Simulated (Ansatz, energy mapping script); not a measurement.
# KCrBr3 in the perovskite structure: exchange couplings from total energies

Aim: the exchange couplings of KCrBr3 in the perovskite structure from the energies of a few collinear orders, and the ordering temperature that they give.

Program: Ansatz 0.2.0. Level of theory: PBEsol with U = 3.32 eV on Cr d, ortho-atomic projectors; plane waves, U on orthogonalised atomic orbitals unless named otherwise, collinear spin, no spin–orbit coupling. Results are calculated unless marked as measured.

### Step 1. The starting structure

The structure is cubic, space group Pm-3m (No. 221). Conventional cell: a = 5.227 Å, b = 5.227 Å, c = 5.227 Å, α = 90.00°, β = 90.00°, γ = 90.00°. K has 12 Br at 3.70 Å nearest. Nearest to Cr lie 6 Br at 2.61 Å. Nearest to Br lie 2 Cr at 2.61 Å and 4 K at 3.70 Å. Nearest to Br lie 2 Cr at 2.61 Å and 4 K at 3.70 Å. perovskite prototype, lattice guessed from radii. Farther neighbours and most contacts between anions are not listed.

This cell was built for the study (perovskite prototype, lattice guessed from radii), not taken from an experiment; the compound need not form in this structure.

The cell was relaxed beforehand in Ansatz under PBEsol with U = 3.15 eV on Cr d, ortho-atomic projectors, from parallel moments.

A Hubbard U penalises fractional filling of the shell. It raises the cost of virtual hops to the neighbours, so couplings that rest on such hops usually weaken.

### Step 2. One set of occupation matrices for all orders

A corrected shell can settle in several orbital fillings. One parallel run, with an occupation width a fifth wider than the orders use, therefore is to supply the occupation matrices. All orders start from them.

input.yaml

```yaml
crystal:
  lattice:
    - [5.227088222, 5.227088222, 0.0]
    - [-5.227088222, 5.227088222, 0.0]
    - [0.0, 0.0, 5.227088222]
  atoms:
    - { symbol: K, position: [0.0, 0.5, 0.5] }
    - { symbol: K, position: [0.5, 0.0, 0.5] }
    - { symbol: Cr, position: [0.0, 0.0, 0.0], spin: 3.0 }
    - { symbol: Cr, position: [0.5, 0.5, 0.0], spin: 3.0 }
    - { symbol: Br, position: [0.0, 0.0, 0.5] }
    - { symbol: Br, position: [0.5, 0.5, 0.5] }
    - { symbol: Br, position: [0.25, 0.25, 0.0] }
    - { symbol: Br, position: [0.75, 0.75, 0.0] }
    - { symbol: Br, position: [0.25, 0.75, 0.0] }
    - { symbol: Br, position: [0.75, 0.25, 0.0] }
magnetization:
  spin_polarized: true
kpoints:
  mp_grid: { grid: [5, 5, 7] }
hamiltonian:
  xc: pbesol
  hubbard:
    sites: [{ species: Cr, l: d, u_eff: 3.32 }]
    projectors: ortho-atomic
scf:
  occupations: { method: fermi_dirac, width: 0.06 }
output:
  eigenvalues: true
```

On the command line:

```sh
$ ansatz run input.yaml --threads 4 --pin off --max-ram 8192MiB --backend cpu --events-out ev --progress --plain --runs-dir out
```

Numbers of over 12 decimals in the logs are rounded to 6 here.

Log:

```text
Engine: ansatz 0.2.0, aarch64-unknown-linux-gnu
Pseudopotentials: kind: paw
Pseudopotential: K, paw, valence charge 9, recommended cutoff 420 eV (normal), K.paw.azcp
Pseudopotential: Cr, paw, valence charge 14, recommended cutoff 420 eV (normal), Cr.paw.azcp
Pseudopotential: Br, paw, valence charge 7, recommended cutoff 420 eV (normal), Br.paw.azcp
Functional definition: PBEsol
  exchange = pbesol_x
  correlation = pbesol_c
Crystal: 10 atoms, lattice volume = 285.634 Å³
Basis set: ecut = 420 eV, 5553 PW (Γ)
Bands: 57, of which v1, the nominal top of the filled ones, is band 44 counted from 1 (43 counted from 0)
Symmetry: 32 space group operations
Space group: Pm-3m (ITA 221), of the structure as read, at distance tolerance 6.6e-5 Å
Magnetic group: BNS 221.92 (UNI 1594), of the structure as read, at distance tolerance 6.6e-5 Å
k-points: 24 of 175
Non-local potential: K, projectors of the file, l = 0: 3, l = 1: 2, l = 2: 2
Non-local potential: Cr, projectors of the file, l = 0: 3, l = 1: 2, l = 2: 3, l = 3: 1
Non-local potential: Br, projectors of the file, l = 0: 2, l = 1: 2, l = 2: 2
PAW form: soft (Blöchl's): semilocal exchange-correlation on the pseudo side does not see the compensation charge
PAW frozen core: K, regenerated for the run's functional, and the local potential with it (the file was generated under x = pbe(κ = 0.804, μ = 0.219515), c = pbe(β = 0.066725))
PAW frozen core: Cr, regenerated for the run's functional, and the local potential with it (the file was generated under x = pbe(κ = 0.804, μ = 0.219515), c = pbe(β = 0.066725))
PAW frozen core: Br, regenerated for the run's functional, and the local potential with it (the file was generated under x = pbe(κ = 0.804, μ = 0.219515), c = pbe(β = 0.066725))
PAW one-centre angular grid: K, 110 points (default); XC on 64 Gauss nodes
PAW one-centre angular grid: Cr, 590 points (default); XC on 64 Gauss nodes
PAW one-centre angular grid: Br, 110 points (default); XC on 64 Gauss nodes
Initial density: superposition of atomic densities (chi_scale 0.1, normalization cell, long waves kept (reshape's long-wave potential 0.00 eV rms))
Starting moments: Σ|m| = 6 μB on 2 of 10 sites
Initial wavefunctions: pseudopotential atomic-orbital guess
Functional: x = pbesol(κ = 0.804, μ = 0.123457), c = pbesol(β = 0.046)
SCF iter   1: F=—  HF=-26157.384884 eV  |F-HF|=—  |Δ(HF+E_count)|=         —  Δρ=4.39e-2 (↑4.39e-2 ↓1.96e-2)  dr2=7.41e0  dr2_m=1.73e0  M=8.001 μB ∫|m|=8.763 μB  β_m=1.00  ethr=3.10e-3  ⟨swp⟩=12.1  Hψ=13864  notcnv=0  defer=17
preconditioner: auto → Kerker (q_TF=auto, 2.242 Å⁻¹)  [metal: Δε(μ)=0.011 eV  Ē_g=10.580 eV  σ=0.060 eV  W_gap=0.05  n_scr=46 (ndim 8)  ℏωp=18.1 eV  f_vac=0.000  D(μ)=2.15/eV (n_scr^D=4)]
[...]
SCF iter  15: F=—  HF=-26156.851577 eV  |F-HF|=—  |Δ(HF+E_count)|=   2.69e-7  Δρ=7.98e-6 (↑7.98e-6 ↓3.97e-6)  dr2=4.67e-7  dr2_m=3.79e-8  M=8.000 μB ∫|m|=8.881 μB  β_m=0.89  ethr=3.68e-9  ⟨swp⟩=2.1  Hψ=3377  notcnv=0  defer=196
SCF iter  16: F=-26156.851577 eV  HF=-26156.851577 eV  |F-HF|=3.13e-8  |Δ(HF+E_count)|=   2.25e-7  Δρ=2.61e-6 (↑2.61e-6 ↓1.33e-6)  dr2=5.81e-8  dr2_m=3.23e-9  M=8.000 μB ∫|m|=8.881 μB  ethr=1.14e-10  ⟨swp⟩=14.8  Hψ=12354  notcnv=0
SCF 1 converged in 16 iterations: F = -26156.851577 eV  dr2 = 5.81e-8
[...]
Symmetry: 16 space group operations
k-points: 36 of 175
[...]
Starting moments: Σ|m| = 6 μB on 2 of 10 sites; this step starts from the density that it was given
[...]
spin=Collinear: Kerker preconditioning applied to the charge; magnetization (m = ρ↑ − ρ↓) channel mixes plain (no charge-response kernel on spin).
[...]
an SCF along what the orbitals of the run's state read of its open shells (or to have them read: on a GPU, or by another smearing), with 16 of the crystal's symmetry operations given up (36 k-points in place of 24), reached no lower state that the run goes on to. This is no proof of a minimum
SCF converged after 16 iterations
Magnetization: 8.0000 μB (48.0000 up, 40.0000 down)
Absolute magnetization: 8.8663 μB (∫|ρ↑−ρ↓|, with the PAW one-centre terms)
Spin contamination: 0.2480 ħ² per cell (⟨S²⟩ above its minimum at these occupations)
Per-site moments (μB) at R_I (Å): [(0.0029825, 1.524645), (0.0029825, 1.524645), (3.703451, 1.078087), (3.703451, 1.078087), (-0.055340, 1.078087), (-0.055340, 1.078087), (-0.055389, 1.078087), (-0.055389, 1.078087), (-0.055389, 1.078087), (-0.055389, 1.078087)]
Free energy (F): -26156.851577 eV
Harris-Foulkes:  -26156.851577 eV  (|F-HF|=3.13e-8)
Internal energy: -26156.829908 eV  (E = F + TS)
E sigma→0 (E₀):  -26156.840742 eV
Entropy (-TS):   -0.021669 eV (-2.167 meV/atom)
Fermi energy:    4.645666 eV
--- Per-component energies (eV) ---
  E_band       = -948.293340
  E_kinetic    = 1992.746730
  E_local      = -7323.507544  (includes V_loc(G=0)·N_el)
  E_nonlocal   = 626.349420
  E_hartree    = 2844.632955
  E_xc         = -2109.723130
  E_vxc        = -1300.511131  (∫ρ·V_xc dr)
  E_hubbard    = 2.470352  (on-site DFT+U / exact-exchange correction)
  E_vhub       = -10.847710  (the Hubbard potential's part of the band-sum identity)
  E_paw        = -17086.319403  (= ΣΔE_a)
  E_vpaw       = -621.793751  (= ΣTr[D̂ρ^β])
  E_aug_tail   = 0.000645  (compensation charges beyond the density's cutoff)
  E_ewald      = -5104.569324
  E_core_change = 1.089391  (= ΣΔE_core)
  E_smearing   = -0.021669  (= −TS)
  E_closure    = 0.000000  (closes the sum)
  Σ components = -26156.851577   (vs F -26156.851577, Δ=0.00e0)
--- Band table (eV; the first three rows and the last of 48) ---
  k-point 0 ↑: bands = [... 40 lower, 2.9894, 2.9902, 3.2034, 3.3762, 3.3762, 3.4520, 3.4824, 3.4982, ... 9 higher]
  k-point 1 ↑: bands = [... 40 lower, 3.0501, 3.0501, 3.2161, 3.3705, 3.3705, 3.4564, 3.4977, 3.8820, ... 9 higher]
  k-point 2 ↑: bands = [... 40 lower, 3.2359, 3.2359, 3.2474, 3.3642, 3.3642, 3.4663, 3.4966, 4.2074, ... 9 higher]
  k-point 23 ↓: bands = [... 40 lower, 8.3426, 8.4620, 8.9430, 8.9894, 8.9908, 9.0278, 9.1708, 9.2357, ... 9 higher]
Occupation matrices written to <dir>
```

The job ended after 98 s (4 threads of Arm Neoverse V1, shared host; peak memory 2.8 GiB; 6.4 min of CPU time).

In the SCF lines HF is the Harris–Foulkes energy and dr2 the Hartree energy of the density residual, in eV; the loop may stop once dr2 is under the threshold and the program's other checks hold. Hψ counts applications of the Hamiltonian.

This step gave:

```yaml
final_state: ferromagnetic
electrons_in_the_corrected_shells: 4.756, 4.756 e
largest_moment: 3.703 μB
```

### Step 3. Run 1 (parallel; cell A, 10 atoms)

The parallel order is the zero of energy for this cell and mesh.

This run holds the same structure in another cell (a 7.392 → 5.227 Å, c 5.227 → 7.392 Å).

input.yaml

```yaml
crystal:
  lattice:
    - [0.0, 0.0, 5.227088222]
    - [5.227088222, 5.227088222, 0.0]
    - [-5.227088222, 5.227088222, 0.0]
  atoms:
    - { symbol: K, position: [0.5, 0.0, 0.5] }
    - { symbol: K, position: [0.5, 0.5, 0.0] }
    - { symbol: Cr, position: [0.0, 0.0, 0.0], spin: 3.0 }
    - { symbol: Cr, position: [0.0, 0.5, 0.5], spin: 3.0 }
    - { symbol: Br, position: [0.5, 0.0, 0.0] }
    - { symbol: Br, position: [0.5, 0.5, 0.5] }
    - { symbol: Br, position: [0.0, 0.25, 0.25] }
    - { symbol: Br, position: [0.0, 0.75, 0.75] }
    - { symbol: Br, position: [0.0, 0.25, 0.75] }
    - { symbol: Br, position: [0.0, 0.75, 0.25] }
magnetization:
  spin_polarized: true
kpoints:
  mp_grid: { grid: [7, 5, 5] }
hamiltonian:
  xc: pbesol
  hubbard:
    sites:
      - { species: Cr, l: d, u_eff: 3.32 }
      - { site: 2, l: d, u_eff: 3.32, starting_ns: [{ spin: up, occupation_matrix: cr3_major }, { spin: down, occupation_matrix: cr3_minor }] }
      - { site: 3, l: d, u_eff: 3.32, starting_ns: [{ spin: up, occupation_matrix: cr4_major }, { spin: down, occupation_matrix: cr4_minor }] }
    projectors: ortho-atomic
    occupation_matrices:
      cr3_major:
        matrix:
          - [0.716, 0.0, 0.0, 0.0, 0.0]
          - [0.0, 0.994, 0.0, 0.0, 0.0]
          - [0.0, 0.0, 0.994, 0.0, 0.0]
          - [0.0, 0.0, 0.0, 0.71, 0.0]
          - [0.0, 0.0, 0.0, 0.0, 0.994]
      cr3_minor:
        matrix:
          - [0.115, 0.0, 0.0, 0.0, 0.0]
          - [0.0, 0.039, 0.0, 0.0, 0.0]
          - [0.0, 0.0, 0.039, 0.0, 0.0]
          - [0.0, 0.0, 0.0, 0.116, 0.0]
          - [0.0, 0.0, 0.0, 0.0, 0.039]
      cr4_major:
        matrix:
          - [0.716, 0.0, 0.0, 0.0, 0.0]
          - [0.0, 0.994, 0.0, 0.0, 0.0]
          - [0.0, 0.0, 0.994, 0.0, 0.0]
          - [0.0, 0.0, 0.0, 0.71, 0.0]
          - [0.0, 0.0, 0.0, 0.0, 0.994]
      cr4_minor:
        matrix:
          - [0.115, 0.0, 0.0, 0.0, 0.0]
          - [0.0, 0.039, 0.0, 0.0, 0.0]
          - [0.0, 0.0, 0.039, 0.0, 0.0]
          - [0.0, 0.0, 0.0, 0.116, 0.0]
          - [0.0, 0.0, 0.0, 0.0, 0.039]
scf:
  occupations: { method: fermi_dirac, width: 0.05 }
output:
  eigenvalues: true
  write_density: true
  write_potential: true
  elf: true
  volumetric_format: npy
```

Log:

```text
[...]
Crystal: 10 atoms, lattice volume = 285.634 Å³
Basis set: ecut = 420 eV, 5553 PW (Γ)
Bands: 57, of which v1, the nominal top of the filled ones, is band 44 counted from 1 (43 counted from 0)
Symmetry: 32 space group operations
[...]
k-points: 24 of 175
[...]
Starting moments: Σ|m| = 6 μB on 2 of 10 sites
[...]
SCF iter   1: F=—  HF=-26157.896727 eV  |F-HF|=—  |Δ(HF+E_count)|=         —  Δρ=4.20e-2 (↑4.20e-2 ↓2.03e-2)  dr2=6.41e0  dr2_m=1.72e0  M=8.000 μB ∫|m|=8.759 μB  β_m=1.00  ethr=3.10e-3  ⟨swp⟩=12.6  Hψ=14166  notcnv=0  defer=15
[...]
SCF iter   7: F=—  HF=-26156.830216 eV  |F-HF|=—  |Δ(HF+E_count)|=   2.52e-2  Δρ=4.42e-4 (↑4.42e-4 ↓3.16e-4)  dr2=1.94e-3  dr2_m=3.56e-5  M=8.000 μB ∫|m|=8.873 μB  β_m=0.30  ethr=1.33e-5  ⟨swp⟩=2.0  Hψ=4688  notcnv=0  defer=201
[...]
spin-set hold released at iteration 7 (site moments contracting): the magnetisation degrees of freedom join the quasi-Newton model from the next iteration; the mixer history was flushed
SCF iter   8: F=—  HF=-26156.839070 eV  |F-HF|=—  |Δ(HF+E_count)|=   8.85e-3  Δρ=2.58e-4 (↑2.58e-4 ↓2.50e-4)  dr2=1.24e-3  dr2_m=4.27e-6  M=8.000 μB ∫|m|=8.877 μB  β_m=0.65  ethr=2.21e-6  ⟨swp⟩=1.6  Hψ=2998  notcnv=0  defer=201
[...]
SCF iter  14: F=-26156.848155 eV  HF=-26156.848155 eV  |F-HF|=5.91e-9  |Δ(HF+E_count)|=   7.51e-8  Δρ=1.49e-6 (↑1.49e-6 ↓1.21e-6)  dr2=2.73e-8  dr2_m=2.06e-10  M=8.000 μB ∫|m|=8.881 μB  ethr=1.14e-10  ⟨swp⟩=15.8  Hψ=10702  notcnv=0
SCF 1 converged in 14 iterations: F = -26156.848155 eV  dr2 = 2.73e-8
[...]
SCF converged after 14 iterations
Magnetization: 8.0000 μB (48.0000 up, 40.0000 down)
Absolute magnetization: 8.8663 μB (∫|ρ↑−ρ↓|, with the PAW one-centre terms)
[...]
Per-site moments (μB) at R_I (Å): [(0.00298349, 1.524645), (0.00298349, 1.524645), (3.703447, 1.078087), (3.703447, 1.078087), (-0.055450, 1.078087), (-0.055450, 1.078087), (-0.055301, 1.078087), (-0.055301, 1.078087), (-0.055301, 1.078087), (-0.055301, 1.078087)]
Free energy (F): -26156.848155 eV
[...]
Internal energy: -26156.832009 eV  (E = F + TS)
E sigma→0 (E₀):  -26156.840082 eV
Entropy (-TS):   -0.016146 eV (-1.615 meV/atom)
Fermi energy:    4.645590 eV
[...]
--- Specified on-site occupations, and those of the state reported ---
  electrons in the specified blocks: 9.5120 specified, 9.5113 found
  site 2 (l=d) ↑: largest change of an orbital's occupation 0.0013; electrons 4.4080 specified, 4.4077 found; spectral distance 0.0017
[...]
site 2 (l=d) ↓: largest change of an orbital's occupation 0.0005; electrons 0.3480 specified, 0.3479 found; spectral distance 0.0006
[...]
--- Band table (eV; the first three rows and the last of 48) ---
  k-point 0 ↑: bands = [... 40 lower, 2.9894, 2.9900, 3.2043, 3.3760, 3.3760, 3.4523, 3.4853, 3.4948, ... 9 higher]
  k-point 1 ↑: bands = [... 40 lower, 2.7728, 3.0362, 3.1702, 3.3203, 3.3306, 3.3452, 3.6045, 3.7811, ... 9 higher]
  k-point 2 ↑: bands = [... 40 lower, 2.9866, 3.0273, 3.0655, 3.1441, 3.1970, 3.2603, 3.7050, 3.7559, ... 9 higher]
  k-point 23 ↓: bands = [... 40 lower, 8.3436, 8.4630, 8.9438, 8.9889, 8.9903, 9.0286, 9.1702, 9.2351, ... 9 higher]
Occupation matrices written to <dir>
```

Wall time 22 s (4 threads); peak memory 1.2 GiB.

Spin moment in the sphere by atom:

| atom | spin moment in the sphere (μB) |
| --- | --- |
| K1 | 0.00 |
| K2 | 0.00 |
| Cr3 | 3.70 |
| Cr4 | 3.70 |
| Br5 | -0.06 |
| Br6 | -0.06 |
| Br7 | -0.06 |
| Br8 | -0.06 |
| Br9 | -0.06 |
| Br10 | -0.06 |

The run ends ferromagnetic.

Spin density in the ac plane at fractional y = 0.000, with atoms of K and Cr and Br within 0.2 Å of it.

Values in e/Å³, 19 rows by 14 columns, each cell a mean:
```
 3.4  1.4  0.3  0.1  0.0  0.0  0.0  0.0  0.0  0.0  0.0  0.1  0.6  2.5
 0.8  0.5  0.1  0.0  0.0  0.0  0.0  0.0  0.0  0.0  0.0  0.1  0.3  0.7
 0.1  0.1  0.1  0.0  0.0  0.0  0.0  0.0  0.0  0.0  0.0  0.0  0.1  0.1
 0.0  0.0  0.0  0.0  0.0  0.0  0.0  0.0  0.0  0.0  0.0  0.0  0.0  0.0
 0.0  0.0  0.0  0.0  0.0  0.0  0.0  0.0  0.0  0.0  0.0  0.0  0.0  0.0
 0.0  0.0  0.0  0.0  0.0  0.0  0.0  0.0  0.0  0.0  0.0  0.0  0.0  0.0
 0.0  0.0  0.0  0.0  0.0  0.0  0.0  0.0  0.0  0.0  0.0  0.0  0.0  0.0
 0.0  0.0  0.0  0.0  0.0  0.0  0.0  0.0  0.0  0.0  0.0  0.0  0.0  0.0
 0.0  0.0  0.0  0.0  0.0  0.0  0.0  0.0  0.0  0.0  0.0  0.0  0.0  0.0
 0.0  0.0  0.0  0.0  0.0  0.0  0.0  0.0  0.0  0.0  0.0  0.0  0.0  0.0
 0.0  0.0  0.0  0.0  0.0  0.0  0.0  0.0  0.0  0.0  0.0  0.0  0.0  0.0
 0.0  0.0  0.0  0.0  0.0  0.0  0.0  0.0  0.0  0.0  0.0  0.0  0.0  0.0
 0.0  0.0  0.0  0.0  0.0  0.0  0.0  0.0  0.0  0.0  0.0  0.0  0.0  0.0
 0.0  0.0  0.0  0.0  0.0  0.0  0.0  0.0  0.0  0.0  0.0  0.0  0.0  0.0
 0.0  0.0  0.0  0.0  0.0  0.0  0.0  0.0  0.0  0.0  0.0  0.0  0.0  0.0
 0.1  0.1  0.0  0.0  0.0  0.0  0.0  0.0  0.0  0.0  0.0  0.0  0.0  0.1
 0.4  0.2  0.1  0.0  0.0  0.0  0.0  0.0  0.0  0.0  0.0  0.1  0.1  0.3
 1.9  0.9  0.2  0.0  0.0  0.0  0.0  0.0  0.0  0.0  0.0  0.1  0.4  1.5
 4.9  1.8  0.3  0.1  0.0 -0.1  0.0  0.0 -0.1  0.0  0.0  0.1  0.7  3.4
```
Columns run along a (5.2 Å), rows up along c (7.4 Å). Atoms in or near the plane, at fractional coordinates: K at (0.50, 0.50), Cr at (0.00, 0.00), Br at (0.50, 0.00).

ELF in the ac plane at fractional y = 0.000, with atoms of K and Cr and Br within 0.2 Å of it. It is the smooth field of the valence electrons, not physical close to the nuclei.

Values, 19 rows by 14 columns, each cell a mean:
```
0.88 0.69 0.23 0.30 0.74 0.74 0.25 0.11 0.49 0.82 0.56 0.16 0.44 0.82
0.54 0.39 0.16 0.25 0.64 0.84 0.82 0.79 0.85 0.78 0.44 0.15 0.25 0.49
0.15 0.13 0.10 0.14 0.40 0.72 0.84 0.86 0.80 0.59 0.24 0.10 0.12 0.14
0.10 0.09 0.07 0.06 0.14 0.39 0.60 0.64 0.52 0.26 0.08 0.06 0.08 0.10
0.08 0.07 0.05 0.03 0.03 0.07 0.11 0.12 0.09 0.04 0.03 0.04 0.06 0.08
0.06 0.05 0.04 0.02 0.01 0.02 0.06 0.07 0.04 0.01 0.01 0.03 0.04 0.06
0.04 0.03 0.02 0.01 0.07 0.33 0.55 0.60 0.47 0.18 0.02 0.01 0.03 0.04
0.02 0.02 0.01 0.04 0.36 0.75 0.85 0.86 0.83 0.60 0.15 0.01 0.01 0.02
0.01 0.01 0.01 0.12 0.62 0.86 0.80 0.75 0.85 0.80 0.37 0.02 0.01 0.01
0.01 0.01 0.01 0.15 0.67 0.86 0.75 0.65 0.83 0.82 0.42 0.03 0.01 0.01
0.02 0.01 0.01 0.07 0.51 0.83 0.86 0.84 0.86 0.73 0.26 0.02 0.01 0.02
0.03 0.03 0.02 0.02 0.19 0.57 0.76 0.79 0.70 0.39 0.06 0.01 0.02 0.03
0.05 0.04 0.03 0.01 0.02 0.11 0.25 0.28 0.19 0.05 0.01 0.02 0.04 0.05
0.07 0.06 0.04 0.02 0.02 0.02 0.03 0.03 0.03 0.02 0.02 0.03 0.05 0.07
0.09 0.08 0.06 0.04 0.07 0.20 0.34 0.38 0.28 0.12 0.04 0.05 0.07 0.09
0.11 0.11 0.09 0.09 0.26 0.59 0.77 0.80 0.71 0.44 0.15 0.08 0.10 0.11
0.30 0.22 0.13 0.20 0.54 0.80 0.87 0.88 0.85 0.71 0.35 0.13 0.16 0.27
0.76 0.57 0.20 0.28 0.70 0.82 0.57 0.45 0.72 0.81 0.52 0.16 0.36 0.70
0.93 0.74 0.24 0.31 0.76 0.65 0.09 0.02 0.32 0.81 0.58 0.16 0.48 0.87
```
Columns run along a (5.2 Å), rows up along c (7.4 Å). Atoms in or near the plane, at fractional coordinates: K at (0.50, 0.50), Cr at (0.00, 0.00), Br at (0.50, 0.00).

[end of part 1 of 2]

[Logs and program files are shortened in this print: banners, set-up blocks, solver, clock and traceback lines can be left out without a mark of their own.]

[Logs are printed without paths, hosts, clocks, repeated set-up lines and the standing remarks that a program may print on its own settings, such as how far it seeks lower states.]

[Hosts, paths, dates, database ids (printed as entryN), source tags and the programs' standing remarks are cut or masked in the printed files.]

[Where a cell is said to come from a database of computed structures, the database is the Materials Project.]
